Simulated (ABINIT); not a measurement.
**Te2Mo (P6_3/mmc): G0W0 on several meshes in ABINIT**

How does the mesh move the gap of Te2Mo (P6_3/mmc)?

Calculated with ABINIT 10.8.3; PBE and many-body steps on it, plane waves.

### 1. Set-up

It takes space group P6_3/mmc (No. 194, hexagonal). Conventional cell: a = 3.518 Å, b = 3.518 Å, c = 13.974 Å, α = 90.00°, β = 90.00°, γ = 120.00°. Nearest to Te lie 3 Mo at 2.72 Å. Nearest to Mo lie 6 Te at 2.72 Å. Farther neighbours and most contacts between anions are not listed.

As a file:

```cif
data_structure
_symmetry_space_group_name_H-M 'P 1'
_symmetry_Int_Tables_number 1
_cell_length_a 3.5182
_cell_length_b 3.5182
_cell_length_c 13.9736
_cell_angle_alpha 90.000
_cell_angle_beta 90.000
_cell_angle_gamma 120.000
_cell_volume 149.79
loop_
_atom_site_label
_atom_site_type_symbol
_atom_site_fract_x
_atom_site_fract_y
_atom_site_fract_z
_atom_site_occupancy
Te1 Te 0.33333 0.66667 0.62100 1
Te2 Te 0.66667 0.33333 0.12100 1
Te3 Te 0.33333 0.66667 0.87900 1
Te4 Te 0.66667 0.33333 0.37900 1
Mo5 Mo 0.33333 0.66667 0.25000 1
Mo6 Mo 0.66667 0.33333 0.75000 1
```

The cell and positions come from the Crystallography Open Database and are kept as given unless a step says otherwise. Spin-orbit coupling is left out unless a step names it.

### 2. Empty states on the mesh, 3×3×1 mesh, 559 bands

This step: ABINIT 10.8.3; DFT, PBE, plane waves, norm-conserving pseudopotentials.

The sums over transitions need many empty states on a uniform mesh; this step solves for them.

The input, run.abi:

```
acell 3*1.0 Angstrom
rprim 
  3.518200000003 -0.000000000001 0.000000000000
  -1.759100000001 3.046850575598 0.000000000000
  0.000000000000 0.000000000000 13.973600000000
ntypat 2
znucl 52 42
natom 6
typat 1 1 1 1 2 2
xred 
  0.333333333333 0.666666666667 0.621000000000
  0.666666666667 0.333333333333 0.121000000000
  0.333333333333 0.666666666667 0.879000000000
  0.666666666667 0.333333333333 0.379000000000
  0.333333333333 0.666666666667 0.250000000000
  0.666666666667 0.333333333333 0.750000000000
pp_dirpath "pseudos"
pseudos "Te.upf, Mo.upf"
ecut 39
ngkpt 3 3 1
nshiftk 1
shiftk 0 0 0
kptopt 1
chksymbreak 0
iscf -2
irdden 1
istwfk *1
nband 559
nbdbuf 50
tolwfr 1e-09
nstep 60
prtvol 0
indata_prefix "in"
outdata_prefix "out"
tmpdata_prefix "tmp"
```

Run with:

```bash
> OMP_NUM_THREADS=2 mpirun -n 3 abinit run.abi > log
```

Numbers of over 12 decimals in the logs are rounded to 6 here.

What it wrote:

```text
.Version 10.8.3 of ABINIT. v10.8.2 released Aug 2026.

 Symmetries : space group P6_3/m m c (#194); Bravais hP (primitive hexag.)
[... echo of the input left out ...]
== DATASET  1 ==================================================================
-   mpi_nproc: 3, omp_nthreads: 2 (-1 if OMP is not activated)

--- !DatasetInfo
iteration_state: {dtset: 1, }
dimensions: {natom: 6, nkpt: 3, mband: 559, nsppol: 1, nspinor: 1, nspden: 1, mpw: 11799, }
cutoff_energies: {ecut:  39.0, pawecutdg:  -1.0, }
[...]
4.45017    4.45960    4.46460    4.46567    4.46567    4.48495    4.49268    4.49269
   4.49913    4.49927    4.50449    4.50612    4.51062    4.51088    4.51414    4.53396
   4.53544    4.53614    4.54016    4.54203    4.56246    4.56609    4.57079
 prteigrs : prtvol=0 or 1, do not print more k-points.

== END DATASET(S) ==============================================================
================================================================================

 -outvars: echo values of variables after computation  --------
            nband         559
             nkpt           3
          spgroup         194
 [... the other variables as echoed above ...]

 Calculation completed.
```

Elapsed: 7 min, on 3 MPI ranks of Intel Xeon 6975P-C (Granite Rapids), shared host; peak memory 0.71 GiB; 33 min of CPU time.

This step gave:

```
gap                                                           : 0.9742 eV
k of the valence top                                          : 0, 0, 0
k of the conduction bottom                                    : 0.3333, 0.3333, 0
least direct gap                                              : 1.039 eV
k points computed                                             : 3
lowest point of the top converged band, above the valence top : 104.6866 eV
```

On this mesh the gap is 0.974 eV.

The density comes from a self-consistent run that is not shown.

### 3. Screening, 3×3×1 mesh, 150 bands, screening to 50.9 eV

The RPA dielectric matrix is built and inverted for each q.

This step: RPA screening on PBE, plane waves, norm-conserving pseudopotentials.

run.abi: that of step 2 with these lines changed.

```diff
@@ -24,10 +24,11 @@
 chksymbreak 0
-iscf -2
-irdden 1
 istwfk *1
-nband 559
-nbdbuf 50
-tolwfr 1e-09
-nstep 60
-prtvol 0
+occopt 1
+irdwfk 1
+optdriver 3
+nband 150
+ecuteps 1.87
+inclvkb 2
+awtr 1
+symchi 1
 indata_prefix "in"
```

Run with:

```bash
> OMP_NUM_THREADS=1 mpirun -n 8 abinit run.abi > log
```

What it wrote:

```text
.Version 10.8.3 of ABINIT. v10.8.2 released Aug 2026.

 Symmetries : space group P6_3/m m c (#194); Bravais hP (primitive hexag.)
[... echo of the input left out ...]
== DATASET  1 ==================================================================
-   mpi_nproc: 8, omp_nthreads: 1 (-1 if OMP is not activated)

--- !DatasetInfo
iteration_state: {dtset: 1, }
dimensions: {natom: 6, nkpt: 3, mband: 150, nsppol: 1, nspinor: 1, nspden: 1, mpw: 11799, }
cutoff_energies: {ecut:  39.0, pawecutdg:  -1.0, }
electrons: {nelect:   1.24000000E+02, charge:   0.00000000E+00, occopt:   1.00000000E+00, tsmear:   1.00000000E-02, }

 SCREENING: Calculation of the susceptibility and dielectric matrices

 Based on a program developped by R.W. Godby, V. Olevano, G. Onida, and L. Reining.
 Incorporated in ABINIT by V. Olevano, G.-M. Rignanese, and M. Torrent.
.Using double precision arithmetic ; gwpc =  8

[... cell and pseudopotentials left out ...]
--------------------------------------------------------------------------------

 ==== K-mesh for the wavefunctions ====
 Number of points in the irreducible wedge :     3
[... list of points left out ...]
 Together with 24 symmetry operations and time-reversal symmetry
 yields     9 points in the full Brillouin Zone.

 ==== Q-mesh for the screening function ====
 Number of points in the irreducible wedge :     3
[... list of points left out ...]
 Together with 24 symmetry operations and time-reversal symmetry
 yields     9 points in the full Brillouin Zone.

 setmesh: FFT mesh size selected  =    20x   20x   96
          total number of points  =        38400

 vcoul_init : cutoff-mode = AUXILIARY_FUNCTION
 q-points for optical limit:   1
     1)      0.000010    0.000020    0.000030

- screening: taking advantage of time-reversal symmetry
- Maximum band index for partially occupied states nbvw = 62
- Remaining bands to be divided among processors   nbcw = 88
- Number of bands treated by each node ~11

 Number of electrons calculated from density =  124.0000; Expected =  124.0000
 average of density, n =  0.122672
 r_s =    1.2485
 omega_plasma =   33.7853 [eV]

 calculating chi0 at frequencies [eV] :
  1    0.000000E+00    0.000000E+00
  2    0.000000E+00    3.378533E+01

--------------------------------------------------------------------------------
  q-point number  1        q = ( 0.000000, 0.000000, 0.000000) [r.l.u.]
--------------------------------------------------------------------------------
[... chi0 elements left out ...]
 For q-point:  0.000010 0.000020 0.000030
  dielectric constant =  21.1932
  dielectric constant without local fields =  23.0686

  Average fulfillment of the sum rule on Im[epsilon] for q-point    1 :     49.18  [%]
[... wings left out ...]
  q-point number  2        q = ( 0.333333, 0.000000, 0.000000) [r.l.u.]
--------------------------------------------------------------------------------
[... chi0 elements left out ...]
  Average fulfillment of the sum rule on Im[epsilon] for q-point    2 :     45.46  [%]

 [... 1 further q-points ...]
```

Run time: 45 s. Hardware: 8 MPI ranks; peak memory 3.2 GiB.

This step gave:

- ε∞ with local fields, on this mesh, along the program's q direction: 21.19
- the same without local fields: 23.07
- plasma frequency: 33.79 eV
- plane waves in the screening matrix: 113

Local fields lower ε∞ by 8 %. On a Γ-centred mesh this coarse the value itself is usually too large, while a short band sum pulls it down.

### 4. 3×3×1

The self-energy is evaluated for the states that the input lists, and the levels follow from it, in one-shot runs by the linearised quasiparticle equation.

This step: G0W0 on PBE, plane waves, norm-conserving pseudopotentials.

run.abi: that of step 3 with these lines changed.

```diff
@@ -27,8 +27,17 @@
 irdwfk 1
-optdriver 3
+optdriver 4
 nband 150
+gwcalctyp 0
+ecutsigx 39
+symsigma 1
+nkptgw 2
+kptgw 
+  0.0000000000 0.0000000000 0.0000000000
+  0.3333333333 0.3333333333 0.0000000000
+bdgw 
+  61 64
+  61 64
 ecuteps 1.87
-inclvkb 2
-awtr 1
-symchi 1
+irdscr 1
+ppmodel 1
 indata_prefix "in"
```

What it wrote:

```text
.Version 10.8.3 of ABINIT. v10.8.2 released Aug 2026.

 Symmetries : space group P6_3/m m c (#194); Bravais hP (primitive hexag.)
[... echo of the input left out ...]
== DATASET  1 ==================================================================
-   mpi_nproc: 8, omp_nthreads: 1 (-1 if OMP is not activated)

--- !DatasetInfo
iteration_state: {dtset: 1, }
dimensions: {natom: 6, nkpt: 3, mband: 150, nsppol: 1, nspinor: 1, nspden: 1, mpw: 11799, }
cutoff_energies: {ecut:  39.0, pawecutdg:  -1.0, }
electrons: {nelect:   1.24000000E+02, charge:   0.00000000E+00, occopt:   1.00000000E+00, tsmear:   1.00000000E-02, }

 SIGMA: Calculation of the GW corrections

 Based on a program developped by R.W. Godby, V. Olevano, G. Onida, and L. Reining.
 Incorporated in ABINIT by V. Olevano, G.-M. Rignanese, and M. Torrent.
.Using double precision arithmetic ; gwpc =  8

[... cell and pseudopotentials left out ...]
--------------------------------------------------------------------------------

 ==== K-mesh for the wavefunctions ====
 Number of points in the irreducible wedge :     3
[... list of points left out ...]
 Together with 24 symmetry operations and time-reversal symmetry
 yields     9 points in the full Brillouin Zone.

 ==== Q-mesh for screening function ====
 Number of points in the irreducible wedge :     3
[... list of points left out ...]
 Together with 24 symmetry operations and time-reversal symmetry
 yields     9 points in the full Brillouin Zone.

 vcoul_init : cutoff-mode = AUXILIARY_FUNCTION
 q-points for optical limit:   1
     1)      0.000010    0.000020    0.000030
 setmesh: FFT mesh size selected  =    36x   36x  150
          total number of points  =       194400

 Number of electrons calculated from density =  124.0000; Expected =  124.0000
 average of density, n =  0.122672
 r_s =    1.2485
 omega_plasma =   33.7853 [eV]

 === KS Band Gaps ===
  >>>> For spin  1
   Minimum direct gap =   1.0387 [eV], located at k-point      :   0.3333  0.3333  0.0000
   Fundamental gap    =   0.9742 [eV], Top of valence bands at :   0.0000  0.0000  0.0000
                                       Bottom of conduction at :   0.3333  0.3333  0.0000
 SIGMA fundamental parameters:
 PLASMON POLE MODEL  1
 number of plane-waves for SigmaX                11799
 number of plane-waves for SigmaC and W            113
 number of plane-waves for wavefunctions         11799
 number of bands                                   150
 number of independent spin polarizations            1
 number of spinorial components                      1
 number of k-points in IBZ                           3
 number of q-points in IBZ                           3
 number of symmetry operations                      24
 number of k-points in BZ                            9
 number of q-points in BZ                            9
 number of frequencies for dSigma/dE                 9
 frequency step for dSigma/dE [eV]                0.25
 number of omega for Sigma on real axis              0
 max omega for Sigma on real axis  [eV]           0.00
 zcut for avoiding poles [eV]                     0.10

 EPSILON^-1 parameters (SCR file):
 dimension of the eps^-1 matrix on file            113
 dimension of the eps^-1 matrix used               113
 number of plane-waves for wavefunctions         11799
 number of bands                                   150
 number of q-points in IBZ                           3
 number of frequencies                               2
 number of real frequencies                          1
 number of imag frequencies                          1

 matrix elements of self-energy operator (all in [eV])

 Perturbative Calculation

--- !SelfEnergy_ee
iteration_state: {dtset: 1, }
kpoint     : [   0.000,    0.000,    0.000, ]
spin       : 1
KS_gap     :    2.906
QP_gap     :    3.148
Delta_QP_KS:    0.242
data: !SigmaeeData |
     Band     E0 <VxcDFT>   SigX SigC(E0)      Z dSigC/dE  Sig(E)    E-E0       E
       61   9.605 -13.463 -15.348   2.101   0.806  -0.241 -13.289   0.174   9.779
       62   9.931 -16.262 -16.780   1.338   0.786  -0.273 -15.618   0.644  10.575
       63  12.837 -15.023 -10.690  -3.227   0.801  -0.249 -14.138   0.886  13.723
       64  12.837 -15.023 -10.690  -3.227   0.801  -0.249 -14.138   0.886  13.723

--- !SelfEnergy_ee
iteration_state: {dtset: 1, }
kpoint     : [   0.333,    0.333,    0.000, ]
spin       : 1
KS_gap     :    1.039
QP_gap     :    1.460
Delta_QP_KS:    0.421
data: !SigmaeeData |
     Band     E0 <VxcDFT>   SigX SigC(E0)      Z dSigC/dE  Sig(E)    E-E0       E
       61   9.627 -15.513 -16.605   1.762   0.781  -0.280 -14.989   0.524  10.151
       62   9.866 -16.260 -17.227   1.768   0.780  -0.281 -15.634   0.625  10.492
       63  10.905 -17.027 -12.263  -3.419   0.778  -0.286 -15.980   1.046  11.951
       64  10.905 -17.027 -12.263  -3.419   0.778  -0.286 -15.980   1.046  11.951

== END DATASET(S) ==============================================================
================================================================================

 -outvars: echo values of variables after computation  --------
           etotal      0.0000000000E+00
            nband         150
             nkpt           3
          spgroup         194
 [... the other variables as echoed above ...]

 Calculation completed.
```

It took 5.4 s on 8 MPI ranks; peak memory 0.41 GiB.

Numbers from this step:

| Item | Value |
| --- | --- |
| G0W0 gap on the points computed | 1.376 eV |
| starting gap on the mesh | 0.9742 eV |
| k of the valence top | 0, 0, 0 |
| k of the conduction bottom | 0.3333, 0.3333, 0 |
| Z at the valence top | 0.786 |
| Z at the conduction bottom | 0.778 |
| least direct G0W0 gap on the computed points | 1.459 eV |

The gap on the mesh goes from 0.97 eV to 1.38 eV, a correction of +0.40 eV.

### 5. Empty states on the mesh, 6×6×1 mesh, 164 bands

This step: DFT, PBE, plane waves, norm-conserving pseudopotentials.

run.abi: that of step 4 with these lines changed.

```diff
@@ -19,3 +19,3 @@
 ecut 39
-ngkpt 3 3 1
+ngkpt 6 6 1
 nshiftk 1
@@ -24,20 +24,10 @@
 chksymbreak 0
+iscf -2
+irdden 1
 istwfk *1
-occopt 1
-irdwfk 1
-optdriver 4
-nband 150
-gwcalctyp 0
-ecutsigx 39
-symsigma 1
-nkptgw 2
-kptgw 
-  0.0000000000 0.0000000000 0.0000000000
-  0.3333333333 0.3333333333 0.0000000000
-bdgw 
-  61 64
-  61 64
-ecuteps 1.87
-irdscr 1
-ppmodel 1
+nband 164
+nbdbuf 14
+tolwfr 1e-09
+nstep 60
+prtvol 0
 indata_prefix "in"
```

Run with:

```bash
> OMP_NUM_THREADS=1 mpirun -n 7 abinit run.abi > log
```

What it wrote:

```text
.Version 10.8.3 of ABINIT. v10.8.2 released Aug 2026.

 Symmetries : space group P6_3/m m c (#194); Bravais hP (primitive hexag.)
[... echo of the input left out ...]
== DATASET  1 ==================================================================
-   mpi_nproc: 7, omp_nthreads: 1 (-1 if OMP is not activated)

--- !DatasetInfo
iteration_state: {dtset: 1, }
dimensions: {natom: 6, nkpt: 7, mband: 164, nsppol: 1, nspinor: 1, nspden: 1, mpw: 11799, }
cutoff_energies: {ecut:  39.0, pawecutdg:  -1.0, }
[...]
1.49652    1.52910    1.52910    1.53210    1.55268    1.55268    1.56000    1.56000
   1.57714    1.57866    1.58534    1.60985    1.60985    1.62464    1.62465    1.63525
   1.63749    1.64944    1.66883    1.67436
 prteigrs : prtvol=0 or 1, do not print more k-points.

== END DATASET(S) ==============================================================
================================================================================

 -outvars: echo values of variables after computation  --------
            nband         164
             nkpt           7
          spgroup         194
 [... the other variables as echoed above ...]

 Calculation completed.
```

It took 1.7 min on 7 MPI ranks; peak memory 1 GiB.

Numbers from this step:

```
gap                                                           : 0.8286 eV
k of the valence top                                          : 0, 0, 0
k of the conduction bottom                                    : 0.1667, 0.1667, 0
least direct gap                                              : 1.039 eV
k points computed                                             : 7
lowest point of the top converged band, above the valence top : 30.77 eV
```

On this mesh the gap is 0.829 eV.

### 6. Screening, 6×6×1 mesh, 150 bands, screening to 50.9 eV

This step: RPA screening on PBE, plane waves, norm-conserving pseudopotentials.

run.abi: that of step 5 with these lines changed.

```diff
@@ -24,10 +24,11 @@
 chksymbreak 0
-iscf -2
-irdden 1
 istwfk *1
-nband 164
-nbdbuf 14
-tolwfr 1e-09
-nstep 60
-prtvol 0
+occopt 1
+irdwfk 1
+optdriver 3
+nband 150
+ecuteps 1.87
+inclvkb 2
+awtr 1
+symchi 1
 indata_prefix "in"
```

Run with:

```bash
> OMP_NUM_THREADS=1 mpirun -n 8 abinit run.abi > log
```

What it wrote:

```text
.Version 10.8.3 of ABINIT. v10.8.2 released Aug 2026.

 Symmetries : space group P6_3/m m c (#194); Bravais hP (primitive hexag.)
[... echo of the input left out ...]
== DATASET  1 ==================================================================
-   mpi_nproc: 8, omp_nthreads: 1 (-1 if OMP is not activated)

--- !DatasetInfo
iteration_state: {dtset: 1, }
dimensions: {natom: 6, nkpt: 7, mband: 150, nsppol: 1, nspinor: 1, nspden: 1, mpw: 11799, }
cutoff_energies: {ecut:  39.0, pawecutdg:  -1.0, }
electrons: {nelect:   1.24000000E+02, charge:   0.00000000E+00, occopt:   1.00000000E+00, tsmear:   1.00000000E-02, }

 SCREENING: Calculation of the susceptibility and dielectric matrices

 Based on a program developped by R.W. Godby, V. Olevano, G. Onida, and L. Reining.
 Incorporated in ABINIT by V. Olevano, G.-M. Rignanese, and M. Torrent.
.Using double precision arithmetic ; gwpc =  8

[... cell and pseudopotentials left out ...]
--------------------------------------------------------------------------------

 ==== K-mesh for the wavefunctions ====
 Number of points in the irreducible wedge :     7
[... list of points left out ...]
 Together with 24 symmetry operations and time-reversal symmetry
 yields    36 points in the full Brillouin Zone.

 ==== Q-mesh for the screening function ====
 Number of points in the irreducible wedge :     7
[... list of points left out ...]
 Together with 24 symmetry operations and time-reversal symmetry
 yields    36 points in the full Brillouin Zone.

 setmesh: FFT mesh size selected  =    20x   20x   96
          total number of points  =        38400

 vcoul_init : cutoff-mode = AUXILIARY_FUNCTION
 q-points for optical limit:   1
     1)      0.000010    0.000020    0.000030

- screening: taking advantage of time-reversal symmetry
- Maximum band index for partially occupied states nbvw = 62
- Remaining bands to be divided among processors   nbcw = 88
- Number of bands treated by each node ~11

 Number of electrons calculated from density =  124.0000; Expected =  124.0000
 average of density, n =  0.122672
 r_s =    1.2485
 omega_plasma =   33.7853 [eV]

 calculating chi0 at frequencies [eV] :
  1    0.000000E+00    0.000000E+00
  2    0.000000E+00    3.378533E+01

--------------------------------------------------------------------------------
  q-point number  1        q = ( 0.000000, 0.000000, 0.000000) [r.l.u.]
--------------------------------------------------------------------------------
[... chi0 elements left out ...]
 For q-point:  0.000010 0.000020 0.000030
  dielectric constant =  20.0343
  dielectric constant without local fields =  21.4121

  Average fulfillment of the sum rule on Im[epsilon] for q-point    1 :     49.30  [%]
[... wings left out ...]
  q-point number  2        q = ( 0.166667, 0.000000, 0.000000) [r.l.u.]
--------------------------------------------------------------------------------
[... chi0 elements left out ...]
  Average fulfillment of the sum rule on Im[epsilon] for q-point    2 :     51.02  [%]

 [... 5 further q-points ...]
```

The job ended after 2.3 min (8 MPI ranks; peak memory 5 GiB).

This step gave:

```yaml
eps_infinity_with_local_fields_on_this_mesh_along_the_program_s_q_direction: 20.03
the_same_without_local_fields: 21.41
plasma_frequency: 33.79 eV
plane_waves_in_the_screening_matrix: 113
```

(Part 1 of 2 ends here.)

[Paths, hosts, dates, memory and timing lines, banners, echoed tables and standing remarks are left out of the program output.]

[Logs are printed without paths, hosts, clocks, repeated set-up lines and the standing remarks that a program may print on its own settings, such as how far it seeks lower states.]

[Runs of the session that timed out or met a known fault of the program may be left out.]

[Hosts, paths, dates, database ids (printed as entryN), source tags and the programs' standing remarks are cut or masked in the printed files.]

[G0W0 gaps are taken among the corrected bands and points alone; a level outside them can change the order at an edge.]

[Where Ansatz stands beside ABINIT at settings called matched, ABINIT's density can come from a denser mesh and the files from another edition; pairs whose starting gaps differed by over 0.03 eV were left out, so agreement reads better than it is.]
